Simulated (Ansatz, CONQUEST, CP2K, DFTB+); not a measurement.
# CP2K runs on graphene zigzag nanoribbon, H-capped, B on C sites (72 atoms), part 2 of 2

Wanted: CP2K inputs and outputs for graphene zigzag nanoribbon, H-capped, B on C sites (72 atoms), checked against a plane-wave reference.

Program: CP2K 2026.2; the method stands at each step. Banners, paths, timers and routine set-up lines are dropped from the logs unmarked, and long logs keep their key lines alone; longer cuts are marked.

So far. Step 2 (PBE, DZVP-MOLOPT-SR, 450/50 Ry, diagonalisation): Forces lie 4.7 % from the reference's, at 7.2 times its CPU time (on 2 against 4 cores). Step 3 (PBE, DZVP-MOLOPT (SR for B), 450/50 Ry, diagonalisation): Against the first run (4.7 %), the force difference from the reference is 3.6 %, at 3.6 times the CPU time, with 872 basis functions against 872.

**4. r2SCAN, SCAN potentials, DZVP-UZH(SCAN), 600/50 Ry, diagonalisation**

Method: Kohn-Sham DFT, r2SCAN, GTH-SCAN pseudopotentials, Gaussian and plane waves, DZVP-MOLOPT (UZH set), diagonalisation.

File input.inp:

```
&GLOBAL
  PROJECT cell
  RUN_TYPE ENERGY_FORCE
  PRINT_LEVEL LOW
&END GLOBAL
&FORCE_EVAL
  METHOD QS
  &DFT
    BASIS_SET_FILE_NAME BASIS_MOLOPT_UZH
    POTENTIAL_FILE_NAME POTENTIAL_UZH
    &MGRID
      CUTOFF 600
      REL_CUTOFF 50
      NGRIDS 5
    &END MGRID
    &QS
      EPS_DEFAULT 1.0E-12
    &END QS
    &SCF
      SCF_GUESS ATOMIC
      EPS_SCF 1.0E-06
      MAX_SCF 200
      ADDED_MOS 30
      &DIAGONALIZATION
        ALGORITHM STANDARD
      &END DIAGONALIZATION
      &SMEAR ON
        METHOD FERMI_DIRAC
        ELECTRONIC_TEMPERATURE [K] 580
      &END SMEAR
      &MIXING
        METHOD BROYDEN_MIXING
        ALPHA 0.15
        NBROYDEN 8
      &END MIXING
      &PRINT
        &RESTART OFF
        &END RESTART
      &END PRINT
    &END SCF
    &XC
      &XC_FUNCTIONAL
        &MGGA_X_R2SCAN
        &END MGGA_X_R2SCAN
        &MGGA_C_R2SCAN
        &END MGGA_C_R2SCAN
      &END XC_FUNCTIONAL
    &END XC
    &PRINT
      &MULLIKEN ON
      &END MULLIKEN
      &HIRSHFELD ON
        SHAPE_FUNCTION DENSITY
      &END HIRSHFELD
      &MO ON
        EIGENVALUES T
        OCCUPATION_NUMBERS T
        MO_INDEX_RANGE 118 141
        &EACH
          QS_SCF 0
        &END EACH
        ADD_LAST NUMERIC
      &END MO
    &END PRINT
  &END DFT
  &SUBSYS
    &CELL
      A 9.84000 0.00000 0.00000
      B 0.00000 27.80310 0.00000
      C 0.00000 0.00000 10.00000
    &END CELL
    &COORD
[... 72 atom lines left out: the same atoms as in the first run ...]
    &END COORD
    &KIND C
      BASIS_SET DZVP-MOLOPT-SCAN-GTH-q4
      POTENTIAL GTH-SCAN-q4
    &END KIND
    &KIND B
      BASIS_SET DZVP-MOLOPT-SCAN-GTH-q3
      POTENTIAL GTH-SCAN-q3
    &END KIND
    &KIND H
      BASIS_SET DZVP-MOLOPT-SCAN-GTH-q1
      POTENTIAL GTH-SCAN-q1
    &END KIND
  &END SUBSYS
  &PRINT
    &FORCES ON
    &END FORCES
  &END PRINT
&END FORCE_EVAL
```

The run is started by

```console
OMP_NUM_THREADS=1 cp2k.psmp -i input.inp > output.txt
```

Numbers of over 12 decimals in the logs are rounded to 6 here.

Log:

```text
CP2K| version string:                                       CP2K version 2026.2
 CP2K| Input file name                                                 input.inp
 GLOBAL| Basis set file name                                    BASIS_MOLOPT_UZH
 GLOBAL| Potential file name                                       POTENTIAL_UZH
 GLOBAL| Run type                                                   ENERGY_FORCE
 GLOBAL| Total number of message passing processes                             1
 GLOBAL| Number of threads for this process                                    1
 TOTAL NUMBERS AND MAXIMUM NUMBERS
  Total number of            - Atomic kinds:                                   3
                             - Atoms:                                         72
[... lines left out ...]
                        Smear method:                                FERMI_DIRAC
[... lines left out ...]
 Number of electrons:                                                        257
[... lines left out ...]
  Step     Update method      Time    Convergence         Total energy    Change
[... lines left out ...]
  *** SCF run converged in    42 steps ***
[... lines left out ...]
  Fermi energy:                                                -0.110805
  Total energy:                                              -347.915824
  Total energy (extrapolated to T->0):                       -347.912365
[... lines left out ...]
 MO| E(Fermi):           -0.110805 a.u.         -3.015144 eV
[... lines left out ...]
       2     C        1          4.016629                             -0.016629
       3     C        1          4.018354                             -0.018354
[...]
71     H        3          0.980906                              0.019094
      72     H        3          1.007122                             -0.007122
 # Total charge                            257.000000                 -0.000000
 !-----------------------------------------------------------------------------!
 !-----------------------------------------------------------------------------!
                           Hirshfeld Charges
  #Atom  Element  Kind  Ref Charge     Population                    Net charge
      1       C      1       4.000          4.005                        -0.005
      2       C      1       4.000          4.011                        -0.011
      3       C      1       4.000          3.994                         0.006
[...]
71       H      3       1.000          0.942                         0.058
     72       H      3       1.000          0.947                         0.053
  Total Charge                                                           -0.000
 !-----------------------------------------------------------------------------!
 ENERGY| Total FORCE_EVAL ( QS ) energy [hartree]           -347.915851
 FORCES| Atomic forces [hartree/bohr]
 FORCES|   Atom     x               y               z               |f|
 FORCES|      1  3.50583047E-02 -3.95181178E-02  6.53753721E-03   5.32306843E-02
 FORCES|      2 -6.87256487E-03 -6.20037919E-03  2.15218669E-03   9.50309200E-03
 FORCES|      3  1.50589752E-02  2.31146695E-02  9.34777742E-03   2.91280213E-02
[...]
FORCES|     71  7.49895324E-03  4.62347526E-02  5.25618726E-04   4.68418928E-02
 FORCES|     72 -1.94487166E-03 -1.66979000E-03  9.46363691E-04   2.73245835E-03
 FORCES| Sum    -4.21805813E-04  3.91489892E-04 -1.16649894E-04
 FORCES| Total atomic force                                       5.87189643E-04
```

Wall time 11 min (1 thread of AMD EPYC 9R45, shared host); peak memory 6.7 GiB.

Compared with the plane-wave run:

* r.m.s. force component: 2.032 eV/Å
* r.m.s. difference of force components: 152 meV/Å
* longest difference of force vectors: 896.5 meV/Å
* force difference over r.m.s. force: 7.662 %
* slope of forces against the reference's: 1.022
* correlation of force components: 0.9974

Against the first run (4.7 %), the force difference from the reference is 7.7 %, at 2.3 times the CPU time (on 1 against 2 cores); the model has changed, so this is no error of the program alone.

**5. The ladder**

Differences are against the plane-wave reference, forces as r.m.s. over components; share is that over the reference's r.m.s. force, slope the least-squares factor from reference forces to these. Total energies of different programs have different zeros and aren't compared.

```tsv
run	Δ force, r.m.s. (meV/Å)	share (%)	slope	cores	CPU time	memory (GiB)
reference	-	-	-	4	41 s	2.3
CP2K PBE, DZVP-MOLOPT-SR, 450/50 Ry, diagonalisation	92.7	4.67	1.001	2	4.9 min	4.0
CP2K PBE, DZVP-MOLOPT (SR for B), 450/50 Ry, diagonalisation	71.2	3.59	1.004	2	17 min	4.0
CP2K r2SCAN, SCAN potentials, DZVP-UZH(SCAN), 600/50 Ry, diagonalisation	152	7.66	1.022	1	11 min	6.7
```

CPU time is summed over cores on a shared host, where runs went side by side, so it is rough. Symmetry, cutoffs, thresholds, outputs and thread counts weren't matched or tuned between programs; memory under MPI is the largest rank's times the ranks.

Mean charges by element (e), by run and scheme:

```tsv
run	scheme	C	B	H
reference	Löwdin	+0.01	+0.13	+0.19
CP2K PBE, DZVP-MOLOPT-SR, 450/50 Ry, diagonalisation	Mulliken	0.00	-0.07	+0.07
CP2K PBE, DZVP-MOLOPT-SR, 450/50 Ry, diagonalisation	Hirshfeld	-0.01	+0.05	+0.05
CP2K PBE, DZVP-MOLOPT (SR for B), 450/50 Ry, diagonalisation	Mulliken	-0.03	+0.17	+0.05
CP2K PBE, DZVP-MOLOPT (SR for B), 450/50 Ry, diagonalisation	Hirshfeld	-0.01	+0.05	+0.05
CP2K r2SCAN, SCAN potentials, DZVP-UZH(SCAN), 600/50 Ry, diagonalisation	Mulliken	-0.01	+0.11	0.00
CP2K r2SCAN, SCAN potentials, DZVP-UZH(SCAN), 600/50 Ry, diagonalisation	Hirshfeld	-0.01	+0.06	+0.05
```

The reference's Löwdin charges lack the electrons that the projection spills, 0.040 e an atom on average.

Further runs of this program without a result: CP2K PBE+rVV10L, DZVP-MOLOPT-SR, 450/50 Ry, diagonalisation (cut off at its time limit).

**6. Outcome**

```
nearest in forces : CP2K PBE, DZVP-MOLOPT (SR for B), 450/50 Ry, diagonalisation, 3.6 %
its CPU time      : 17 min
```

The PBE runs in local orbitals differ by 3.6 % (CP2K PBE, DZVP-MOLOPT (SR for B), 450/50 Ry, diagonalisation) to 4.7 % (CP2K PBE, DZVP-MOLOPT-SR, 450/50 Ry, diagonalisation); basis, grid and potentials can all enter. Rows with another functional or a dispersion term differ by 7.7 % (CP2K r2SCAN, SCAN potentials, DZVP-UZH(SCAN), 600/50 Ry, diagonalisation), which mixes the change of model with differences of basis and potentials, some of them made for another functional. None of the electronic-structure runs in the table takes under half the reference's CPU time of 41 s; they take 7.2 to 26 times as much. Charges hang on scheme and program or settings: among these rows the mean for B runs from -0.07 to +0.17 e, even in sign. With short bonds to hydrogen, sets of potentials differ among themselves by several per cent in forces even at converged cutoffs, so the reference isn't exact here either. The electron count is odd in these runs, and they have no spin polarisation, so the unpaired electron is spread evenly over both spins. The runs have no spin polarisation, so any moments at edges, vacancies or dangling bonds can't form. The electron count is odd and the run has no spin polarisation, so levels at the top are partly filled by construction. The electronic-structure runs sample only Γ, in a cell whose periodic width is 10 Å, which is coarse for a cell with partly filled levels.

[Also dropped from logs without a mark: logging warnings of Python, and SIESTA's first energy breakdown and zero terms.]

[Logs are printed without paths, hosts, clocks, repeated set-up lines and the standing remarks that a program may print on its own settings, such as how far it seeks lower states.]

[Hosts, paths, dates, database ids (printed as entryN), source tags and the programs' standing remarks are cut or masked in the printed files.]
